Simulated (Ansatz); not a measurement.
# Li on Ni(111): change of the work function, part 2 of 3

How does one ordered layer of Li (fcc site) change the work function of Ni(111), and what dipole does each adsorbate carry?

Ansatz 0.2.0; plane-wave DFT, PBE, Ansatz PAW.

So far, work function, upper face (eV): step 2 (the clean slab) 5.07.

## Step 3: The covered slab

System of this step: Li/Ni(111). The cell holds 17 atoms: 16 Ni and 1 Li. Cell: a = 4.978 Å, b = 4.978 Å, c = 26.224 Å, α = 90.0°, β = 90.0°, γ = 60.0°. Vacuum lies along c.

The clean slab as it ended is repeated in the plane and the adsorbate is set on one face; the cell's size fixes the coverage, and the k-mesh shrinks with it to keep the sampling density about even. Adsorbate and upper layers relax, since the dipole depends on the height.

input.yaml

```yaml
crystal:
  lattice:
    - [4.9780317395, 0.0, 0.0]
    - [2.4890158698, 4.3111019473, 0.0]
    - [0.0, 0.0, 26.2244658729]
  atoms:
    - { symbol: Ni, position: [0.0, 0.0, 0.3431909746], spin: 0.7 }
    - { symbol: Ni, position: [0.1666666667, 0.1666666667, 0.4206862782], spin: 0.72 }
    - { symbol: Ni, position: [0.3333333333, 0.3333333333, 0.4979239153], spin: 0.72 }
    - { symbol: Ni, position: [0.0, 0.0, 0.5743860774], spin: 0.7 }
    - { symbol: Ni, position: [0.0, 0.5, 0.3431909746], spin: 0.7 }
    - { symbol: Ni, position: [0.1666666667, 0.6666666667, 0.4206862782], spin: 0.72 }
    - { symbol: Ni, position: [0.3333333333, 0.8333333333, 0.4979239153], spin: 0.72 }
    - { symbol: Ni, position: [0.0, 0.5, 0.5743860774], spin: 0.7 }
    - { symbol: Ni, position: [0.5, 0.0, 0.3431909746], spin: 0.7 }
    - { symbol: Ni, position: [0.6666666667, 0.1666666667, 0.4206862782], spin: 0.72 }
    - { symbol: Ni, position: [0.8333333333, 0.3333333333, 0.4979239153], spin: 0.72 }
    - { symbol: Ni, position: [0.5, 0.0, 0.5743860774], spin: 0.7 }
    - { symbol: Ni, position: [0.5, 0.5, 0.3431909746], spin: 0.7 }
    - { symbol: Ni, position: [0.6666666667, 0.6666666667, 0.4206862782], spin: 0.72 }
    - { symbol: Ni, position: [0.8333333333, 0.8333333333, 0.4979239153], spin: 0.72 }
    - { symbol: Ni, position: [0.5, 0.5, 0.5743860774], spin: 0.7 }
    - { symbol: Li, position: [0.1666666667, 0.1666666667, 0.6568090254] }
magnetization:
  spin_polarized: true
kpoints:
  mp_grid: { grid: [6, 6, 1] }
hamiltonian:
  xc: pbe
scf:
  occupations: { method: fermi_dirac, width: 0.1 }
  convergence: { dr2_threshold: 1.0e-08 }
efield:
  axis: 3
  dipole_correction: true
  ramp_position: 0.97
  ramp_width: 0.06
relax:
  f_tol: 0.02
  max_steps: 60
  constraints: [{ sites: [0, 1, 4, 5, 8, 9, 12, 13] }]
output:
  dos: { projected: true, e_range: [-8, 4] }
  write_potential: true
  write_density: true
  volumetric_format: npy
  elf: true
```

Run with:

```
$ ansatz run input.yaml --threads 4 --pin off --max-ram 6144MiB --backend cpu --events-out ev --progress --plain --runs-dir out
```

The log of the run:

```text
[...]
Crystal: 17 atoms, lattice volume = 562.798 Å³
Basis set: ecut = 420 eV, 10965 PW (Γ), exchange–correlation on 72×72×360 points (8 copies of the dense FFT grid, shifted against one another)
Bands: 182, of which v1, the nominal top of the filled ones, is band 146 counted from 1 (145 counted from 0)
Symmetry: 6 space group operations
k-points: 7 of 36 (time reversal used)
[...]
Starting moments: Σ|m| = 11.36 μB on 16 of 17 sites
[...]
SCF iter   1: F=—  HF=-93621.644316 eV  |F-HF|=—  |Δ(HF+E_count)|=         —  Δρ=2.68e-2 (↑1.01e-2 ↓2.68e-2)  dr2=1.36e1  dr2_m=9.42e-1  M=11.900 μB ∫|m|=12.510 μB  β_m=1.00  ethr=3.10e-3  p=-0.000 e·Å  D=-1.88e-7 V/Å  ΔV_dip=0.00 eV  dr2_dipole=1.17e-1  V_vac-E_F(+/−)=7.25/7.25 eV  ⟨swp⟩=9.7  Hψ=12663  notcnv=0  defer=162
[...]
SCF iter  19: F=-93636.242294 eV  HF=-93636.242294 eV  |F-HF|=5.53e-10  |Δ(HF+E_count)|=   2.11e-9  Δρ=5.47e-7 (↑2.19e-7 ↓5.47e-7)  dr2=2.78e-9  dr2_m=1.92e-10  M=10.034 μB ∫|m|=11.690 μB  ethr=1.45e-12  p=0.380 e·Å  D=1.22e-1 V/Å  ΔV_dip=-3.21 eV  dr2_dipole=3.54e-10  V_vac-E_F(+/−)=1.86/5.07 eV  ⟨swp⟩=13.6  Hψ=19865  notcnv=0
SCF 1 converged in 19 iterations: F = -93636.242294 eV  dr2 = 2.78e-9
[...]
relax step   1: F+E_penalty+E_count = -93636.24229415 eV  Δ(F+E_penalty+E_count) = +0.000e0 eV  max|allowed force component| = 4.842e-1 eV/Å  Δτ_max = 0.0000 Å  (19 SCF iters, accepted)
[...]
SCF iter   1: F=—  HF=-93636.290494 eV  |F-HF|=—  |Δ(HF+E_count)|=         —  Δρ=2.03e-3 (↑1.11e-3 ↓2.03e-3)  dr2=1.64e-1  dr2_m=8.55e-3  M=10.009 μB ∫|m|=11.666 μB  β_m=1.00  ethr=4.52e-5  p=0.380 e·Å  D=1.22e-1 V/Å  ΔV_dip=-3.21 eV  dr2_dipole=5.59e-2  V_vac-E_F(+/−)=1.89/5.09 eV  ⟨swp⟩=2.0  Hψ=7462  notcnv=0  defer=219
[...]
eigensolver tolerance schedule calibrated: the retry pair's looser diagonalisation under-reported the residual by θ = 0.20 (0.11/decade); ethr = c·dr2/N_el runs at the constant in force after the calibration composes with the one it found (an armed cap, an earlier calibration), c = 8.5e-2
[...]
SCF iter   2: F=—  HF=-93636.285485 eV  |F-HF|=—  |Δ(HF+E_count)|=   5.01e-3  Δρ=9.07e-4 (↑9.07e-4 ↓6.49e-4)  dr2=4.05e-2  dr2_m=1.79e-4  M=9.996 μB ∫|m|=11.652 μB  β_m=0.33  ethr=4.52e-5  p=0.375 e·Å  D=1.21e-1 V/Å  ΔV_dip=-3.16 eV  dr2_dipole=1.26e-2  V_vac-E_F(+/−)=1.92/5.08 eV  ⟨swp⟩=2.0  Hψ=2692  notcnv=0  defer=225
[...]
SCF iter  14: F=-93636.289677 eV  HF=-93636.289677 eV  |F-HF|=4.66e-10  |Δ(HF+E_count)|=    0.00e0  Δρ=1.44e-7 (↑9.75e-8 ↓1.44e-7)  dr2=6.05e-10  dr2_m=2.71e-11  M=9.987 μB ∫|m|=11.639 μB  ethr=1.00e-12  p=0.360 e·Å  D=1.16e-1 V/Å  ΔV_dip=-3.03 eV  dr2_dipole=1.31e-10  V_vac-E_F(+/−)=2.04/5.07 eV  ⟨swp⟩=11.2  Hψ=15583  notcnv=0
SCF 2 converged in 14 iterations: F = -93636.289677 eV  dr2 = 6.05e-10
relax step   2: F+E_penalty+E_count = -93636.28967719 eV  Δ(F+E_penalty+E_count) = -4.738e-2 eV  max|allowed force component| = 2.474e-1 eV/Å  Δτ_max = 0.1675 Å  (14 SCF iters, accepted)
SCF iter   1: F=—  HF=-93636.297917 eV  |F-HF|=—  |Δ(HF+E_count)|=         —  Δρ=6.22e-4 (↑3.80e-4 ↓6.22e-4)  dr2=3.76e-3  dr2_m=3.50e-4  M=9.985 μB ∫|m|=11.637 μB  β_m=1.00  ethr=1.81e-5  p=0.360 e·Å  D=1.16e-1 V/Å  ΔV_dip=-3.03 eV  dr2_dipole=2.71e-4  V_vac-E_F(+/−)=2.04/5.07 eV  ⟨swp⟩=3.0  Hψ=5038  notcnv=0  defer=236
[...]
SCF iter  13: F=-93636.297174 eV  HF=-93636.297174 eV  |F-HF|=3.07e-9  |Δ(HF+E_count)|=   1.54e-9  Δρ=5.28e-7 (↑1.64e-7 ↓5.28e-7)  dr2=3.79e-9  dr2_m=3.92e-10  M=9.989 μB ∫|m|=11.642 μB  ethr=1.00e-12  p=0.359 e·Å  D=1.15e-1 V/Å  ΔV_dip=-3.03 eV  dr2_dipole=8.36e-10  V_vac-E_F(+/−)=2.05/5.07 eV  ⟨swp⟩=10.5  Hψ=16241  notcnv=0
SCF 3 converged in 13 iterations: F = -93636.297174 eV  dr2 = 3.79e-9
relax step   3: F+E_penalty+E_count = -93636.29717389 eV  Δ(F+E_penalty+E_count) = -7.497e-3 eV  max|allowed force component| = 1.270e-1 eV/Å  Δτ_max = 0.0269 Å  (13 SCF iters, accepted)
SCF iter   1: F=—  HF=-93636.301350 eV  |F-HF|=—  |Δ(HF+E_count)|=         —  Δρ=7.45e-4 (↑4.58e-4 ↓7.45e-4)  dr2=4.01e-3  dr2_m=5.25e-4  M=9.992 μB ∫|m|=11.644 μB  β_m=1.00  ethr=1.93e-5  p=0.359 e·Å  D=1.15e-1 V/Å  ΔV_dip=-3.03 eV  dr2_dipole=1.74e-5  V_vac-E_F(+/−)=2.05/5.07 eV  ⟨swp⟩=3.0  Hψ=5304  notcnv=0  defer=236
[...]
SCF iter  15: F=-93636.300620 eV  HF=-93636.300620 eV  |F-HF|=6.37e-9  |Δ(HF+E_count)|=  2.04e-10  Δρ=4.97e-7 (↑9.08e-8 ↓4.97e-7)  dr2=4.85e-9  dr2_m=2.20e-10  M=9.993 μB ∫|m|=11.647 μB  ethr=1.57e-12  p=0.357 e·Å  D=1.15e-1 V/Å  ΔV_dip=-3.01 eV  dr2_dipole=1.15e-9  V_vac-E_F(+/−)=2.06/5.07 eV  ⟨swp⟩=5.0  Hψ=11829  notcnv=0
SCF 4 converged in 15 iterations: F = -93636.300620 eV  dr2 = 4.85e-9
relax step   4: F+E_penalty+E_count = -93636.30061957 eV  Δ(F+E_penalty+E_count) = -3.446e-3 eV  max|allowed force component| = 6.347e-3 eV/Å  Δτ_max = 0.0297 Å  (15 SCF iters, accepted)
NSCF: frozen V_eff on 7 k-points
[...]
SCF converged after 15 iterations
Magnetization: 9.9930 μB (150.4965 up, 140.5035 down)
Absolute magnetization: 11.6589 μB (∫|ρ↑−ρ↓|, with the PAW one-centre terms)
[...]
Per-site moments (μB) at R_I (Å): [(0.699795, 1.026719), (0.712493, 1.026719), (0.688379, 1.013923), (0.563121, 1.013923), (0.699795, 1.026719), (0.710913, 1.015865), (0.688379, 1.013923), (0.563121, 1.013923), (0.699795, 1.026719), (0.710913, 1.015865), (0.688379, 1.013923), (0.563121, 1.013923), (0.699690, 1.026719), (0.710913, 1.015865), (0.672490, 1.015865), (0.637781, 1.027374), (-0.013678, 1.020693)]
Free energy (F): -93636.300620 eV
[...]
Internal energy: -93635.361155 eV  (E = F + TS)
E sigma→0 (E₀):  -93635.830887 eV
Entropy (-TS):   -0.939464 eV (-55.263 meV/atom)
Fermi energy:    3.356376 eV
Dipole field:    D = 0.114966 V/Å  (p = 0.357570 e·Å, saw-weighted, corrected)
Work function:   Φ+ = 2.0573 eV   Φ− = 5.0722 eV
[...]
--- Forces (eV/Å), atoms counted from 1 ---
  atom   1  Ni     0.00302722     0.00174777     0.15373420
  atom   2  Ni     0.00000000    -0.00000000    -0.08365149
  atom   3  Ni     0.00187167     0.00108061    -0.00108785
  atom   4  Ni     0.00025291     0.00014602     0.00310093
  atom   5  Ni    -0.00000000    -0.00349554     0.15373420
  atom   6  Ni     0.03119085    -0.01800804    -0.18157127
  atom   7  Ni    -0.00000000    -0.00216121    -0.00108785
  atom   8  Ni    -0.00000000    -0.00029204     0.00310093
  atom   9  Ni    -0.00302722     0.00174777     0.15373420
  atom  10  Ni     0.00000000     0.03601609    -0.18157127
  atom  11  Ni    -0.00187167     0.00108061    -0.00108785
  atom  12  Ni    -0.00025291     0.00014602     0.00310093
  atom  13  Ni     0.00000000    -0.00000000     0.15807734
  atom  14  Ni    -0.03119085    -0.01800804    -0.18157127
  atom  15  Ni    -0.00000000     0.00000000    -0.00238713
  atom  16  Ni    -0.00000000     0.00000000     0.00634674
  atom  17  Li     0.00000000    -0.00000000    -0.00094250
  max |Σ_I F_I| component: 2.90e-5 eV/Å
--- Band table (eV; the first three rows and the last of 14) ---
  k-point 0 ↑: bands = [... 142 lower, 2.8183, 2.9550, 2.9550, 2.9555, 3.0127, 3.0127, 3.0276, 3.2681, ... 32 higher]
  k-point 1 ↑: bands = [... 142 lower, 2.7963, 2.8005, 2.8458, 2.8555, 2.8700, 2.9144, 2.9535, 3.0573, ... 32 higher]
  k-point 2 ↑: bands = [... 142 lower, 2.6312, 2.6468, 2.7434, 2.7479, 2.7656, 2.7941, 2.8294, 2.8384, ... 32 higher]
  k-point 6 ↓: bands = [... 142 lower, 3.3448, 3.3584, 3.3615, 3.4017, 3.4244, 3.4286, 3.4510, 3.4650, ... 32 higher]
--- Relaxed structure (4 steps of the walk, 4 accepted, 0 SCFs on fresh bases) ---
  F+E_penalty+E_count = -93636.30061957 eV   max|allowed force component| = 6.347e-3 eV/Å
  atoms:
    - { symbol: Ni, position: [-1.795949e-17, -1.795949e-17, 0.343191] }
    - { symbol: Ni, position: [0.166667, 0.166667, 0.420686] }
    - { symbol: Ni, position: [0.333964, 0.333964, 0.498331] }
    - { symbol: Ni, position: [-0.00184903, -0.00184903, 0.574077] }
    - { symbol: Ni, position: [0.0, 0.500000, 0.343191] }
    - { symbol: Ni, position: [0.166667, 0.666667, 0.420686] }
    - { symbol: Ni, position: [0.333964, 0.832072, 0.498331] }
    - { symbol: Ni, position: [-0.00184903, 0.503698, 0.574077] }
    - { symbol: Ni, position: [0.500000, -1.795949e-17, 0.343191] }
    - { symbol: Ni, position: [0.666667, 0.166667, 0.420686] }
    - { symbol: Ni, position: [0.832072, 0.333964, 0.498331] }
    - { symbol: Ni, position: [0.503698, -0.00184903, 0.574077] }
    - { symbol: Ni, position: [0.5, 0.500000, 0.343191] }
    - { symbol: Ni, position: [0.666667, 0.666667, 0.420686] }
    - { symbol: Ni, position: [0.833333, 0.833333, 0.496949] }
    - { symbol: Ni, position: [0.5, 0.500000, 0.577413] }
    - { symbol: Li, position: [0.166667, 0.166667, 0.650451] }
```

Elapsed: 80 s, on 4 threads of AMD EPYC 9R45 (Zen 5), shared host; peak memory 3.1 GiB; 5.1 min of CPU time.

Relaxation path:

```
step  energy less that of the first step (eV)  largest force component (eV/Å)
   1                                   0.0000                          0.4842
   2                                  -0.0474                          0.2474
   3                                  -0.0549                          0.1270
   4                                  -0.0583                          0.0063
```

The run keeps the 6 symmetry operations that the program found, so distortions that break them were not tested.

The atoms that moved most (Å):

```
atom      dx      dy      dz  length
Li17   0.000   0.000  -0.167   0.167
Ni16   0.000   0.000   0.079   0.079
Ni15   0.000   0.000  -0.026   0.026
 Ni8   0.000   0.016  -0.008   0.018
 Ni4  -0.014  -0.008  -0.008   0.018
Ni12   0.014  -0.008  -0.008   0.018
 Ni7   0.000  -0.005   0.011   0.012
Ni11  -0.005   0.003   0.011   0.012
```

Final coordinates:

```xyz
17
Lattice="4.9780 0.0000 0.0000 2.4890 4.3111 0.0000 0.0000 0.0000 26.2245" Properties=species:S:1:pos:R:3
Ni    0.0000    0.0000    9.0000
Ni    1.2445    0.7185   11.0323
Ni    2.4937    1.4398   13.0685
Ni   -0.0138   -0.0080   15.0549
Ni    1.2445    2.1556    9.0000
Ni    2.4890    2.8741   11.0323
Ni    3.7335    3.5871   13.0685
Ni    1.2445    2.1715   15.0549
Ni    2.4890    0.0000    9.0000
Ni    3.7335    0.7185   11.0323
Ni    4.9733    1.4398   13.0685
Ni    2.5028   -0.0080   15.0549
Ni    3.7335    2.1556    9.0000
Ni    4.9780    2.8741   11.0323
Ni    6.2225    3.5926   13.0322
Ni    3.7335    2.1556   15.1423
Li    1.2445    0.7185   17.0577
```

Numbers from this step:

- energy at zero smearing: -93635.8309 eV
- total moment: 9.993 μB
- work function, upper face: 2.057 eV
- work function, lower face: 5.072 eV
- dipole along the normal: 0.3576 e·Å
- step between the vacuum levels: -3.015 eV

Running mean over 2.032 Å of the planar mean; the ramp of the sawtooth is left out. Table of electron's electrostatic potential energy less the Fermi level by z:

z (Å), electron's electrostatic potential energy less the Fermi level (eV) and a bar from the least value:
```
      3.5        5.1 ##############################
      4.0        5.1 ##############################
      4.5        5.1 ##############################
      5.0        5.1 ##############################
      5.5        5.1 ##############################
      6.0        5.0 ##############################
      6.5        4.9 ##############################
      7.0        4.4 #############################
      7.5        2.2 #########################
      8.0       -3.2 ##############
      8.5       -8.4 ####
      9.0      -10.0 #
      9.5      -10.3 
     10.0      -10.3 
     10.5      -10.3 
     11.0      -10.4 
     11.5      -10.4 
     12.0      -10.4 
     12.5      -10.4 
     13.0      -10.4 
     13.5      -10.4 
     14.0      -10.5 
     14.5      -10.4 
     15.0      -10.1 #
     15.5       -9.0 ###
     16.0       -5.1 ##########
     16.5       -0.4 ###################
     17.0        1.3 #######################
     17.5        1.3 #######################
     18.0        1.4 #######################
     18.5        1.8 ########################
     19.0        1.9 ########################
     19.5        2.0 ########################
     20.0        2.0 ########################
     20.5        2.0 ########################
     21.0        2.1 ########################
     21.5        2.1 ########################
     22.0        2.1 ########################
     22.5        2.1 ########################
     23.0        2.1 ########################
```

The density of states has structure finer than the step of the table below, so its rows give means over 0.25 eV. Peaks (eV: height): total -2.020: 58.4, -1.830: 54.9, -1.650: 81.2, -1.560: 76.4, -1.350: 69.1, -0.960: 89.3, -0.630: 64.3; up -2.260: 37.9, -2.170: 44.9, -2.050: 40.1, -1.650: 49.4, -1.560: 40.8, -1.140: 36.1, -0.690: 51.4; down -1.560: 35.7, -1.350: 53.9, -0.960: 63.6, -0.090: 34.8, -0.030: 40.4, 0.150: 33.0, 0.240: 35.0.

The density of states by energy, zero at the Fermi level; means over each step; values in states/eV a cell:

```
energy (eV)  total     up   down
      -7.75  0.885  0.446  0.438
      -7.50  0.914  0.458  0.456
      -7.25   1.46  0.694  0.765
      -7.00   2.42   1.22   1.20
      -6.75   1.72  0.880  0.844
      -6.50   2.03   1.03   1.00
      -6.25   1.75  0.903  0.845
      -6.00   3.36   1.68   1.68
      -5.75   2.08   1.13  0.954
      -5.50   3.11   1.65   1.46
      -5.25   2.50   1.20   1.30
      -5.00   7.21   4.65   2.57
      -4.75   6.11   2.95   3.16
      -4.50   10.1   7.82   2.30
      -4.25   12.0   6.30   5.72
      -4.00   20.1   13.8   6.30
      -3.75   19.7   13.0   6.63
      -3.50   21.7   12.3   9.44
      -3.25   26.8   14.6   12.1
      -3.00   25.5   14.1   11.4
      -2.75   27.7   17.3   10.4
      -2.50   33.7   19.0   14.7
      -2.25   41.5   28.8   12.8
      -2.00   47.2   28.2   18.9
      -1.75   45.9   20.5   25.5
      -1.50   49.6   22.3   27.3
      -1.25   41.4   20.3   21.1
      -1.00   49.6   27.7   22.0
      -0.75   49.3   33.9   15.5
      -0.50   41.7   17.0   24.7
      -0.25   24.0   4.04   20.0
       0.00   30.4   1.66   28.8
       0.25   27.8   5.02   22.8
       0.50   5.74   2.70   3.04
       0.75   8.92   2.04   6.88
       1.00   4.93   2.95   1.98
       1.25   5.53   2.92   2.61
       1.50   8.48   3.98   4.50
       1.75   6.63   3.13   3.50
```

Projected DOS per atom over height of the atomic layer and energy from the Fermi level. Layers: Ni4 Ni4 Ni4 Ni4 Li from below.

Values in states/eV, 22 rows by 5 columns, each cell a mean:
```
0.28 0.24 0.24 0.28 0.50
0.29 0.25 0.27 0.30 0.52
0.37 0.34 0.34 0.36 0.39
0.85 0.88 0.88 0.81 0.30
1.84 1.65 1.58 1.74 0.12
2.81 2.39 2.62 3.09 0.12
3.35 2.55 2.41 2.94 0.07
3.36 2.49 2.56 2.97 0.29
2.98 2.21 2.20 3.30 0.30
2.46 2.41 2.36 2.55 0.12
1.59 1.91 1.87 1.71 0.04
1.22 1.65 1.68 1.24 0.01
0.94 1.60 1.58 0.97 0.01
0.64 1.32 1.31 0.64 0.03
0.33 0.65 0.65 0.33 0.03
0.28 0.41 0.41 0.30 0.03
0.18 0.16 0.17 0.19 0.03
0.11 0.21 0.21 0.12 0.01
0.10 0.14 0.13 0.11 0.01
0.09 0.16 0.16 0.10 0.01
0.05 0.11 0.11 0.05 0.01
0.02 0.09 0.09 0.03 0.00
```
Columns: height of the atomic layer (Å) from 9 to 17.1; rows upwards: energy from the Fermi level (eV) from -7.96 to 1.95.

(Part 2 of 3 ends here.)

[Long decimals in the printed logs are rounded to 6 places.]

[Logs are printed without paths, hosts, clocks, repeated set-up lines and the standing remarks that a program may print on its own settings, such as how far it seeks lower states.]

[Hosts, paths, dates, database ids (printed as entryN), source tags and the programs' standing remarks are cut or masked in the printed files.]

[Maps of the electrostatic potential energy from Ansatz leave out the sawtooth potential of an applied field or a dipole correction, so their vacuum need not be flat; planar profiles and work functions include it.]

[The density of states shown here was stored with 400 of the rows of the run's finer table, so its peaks can read low, often by over a quarter, or be missed, and its means over a window can be off by a tenth or more.]
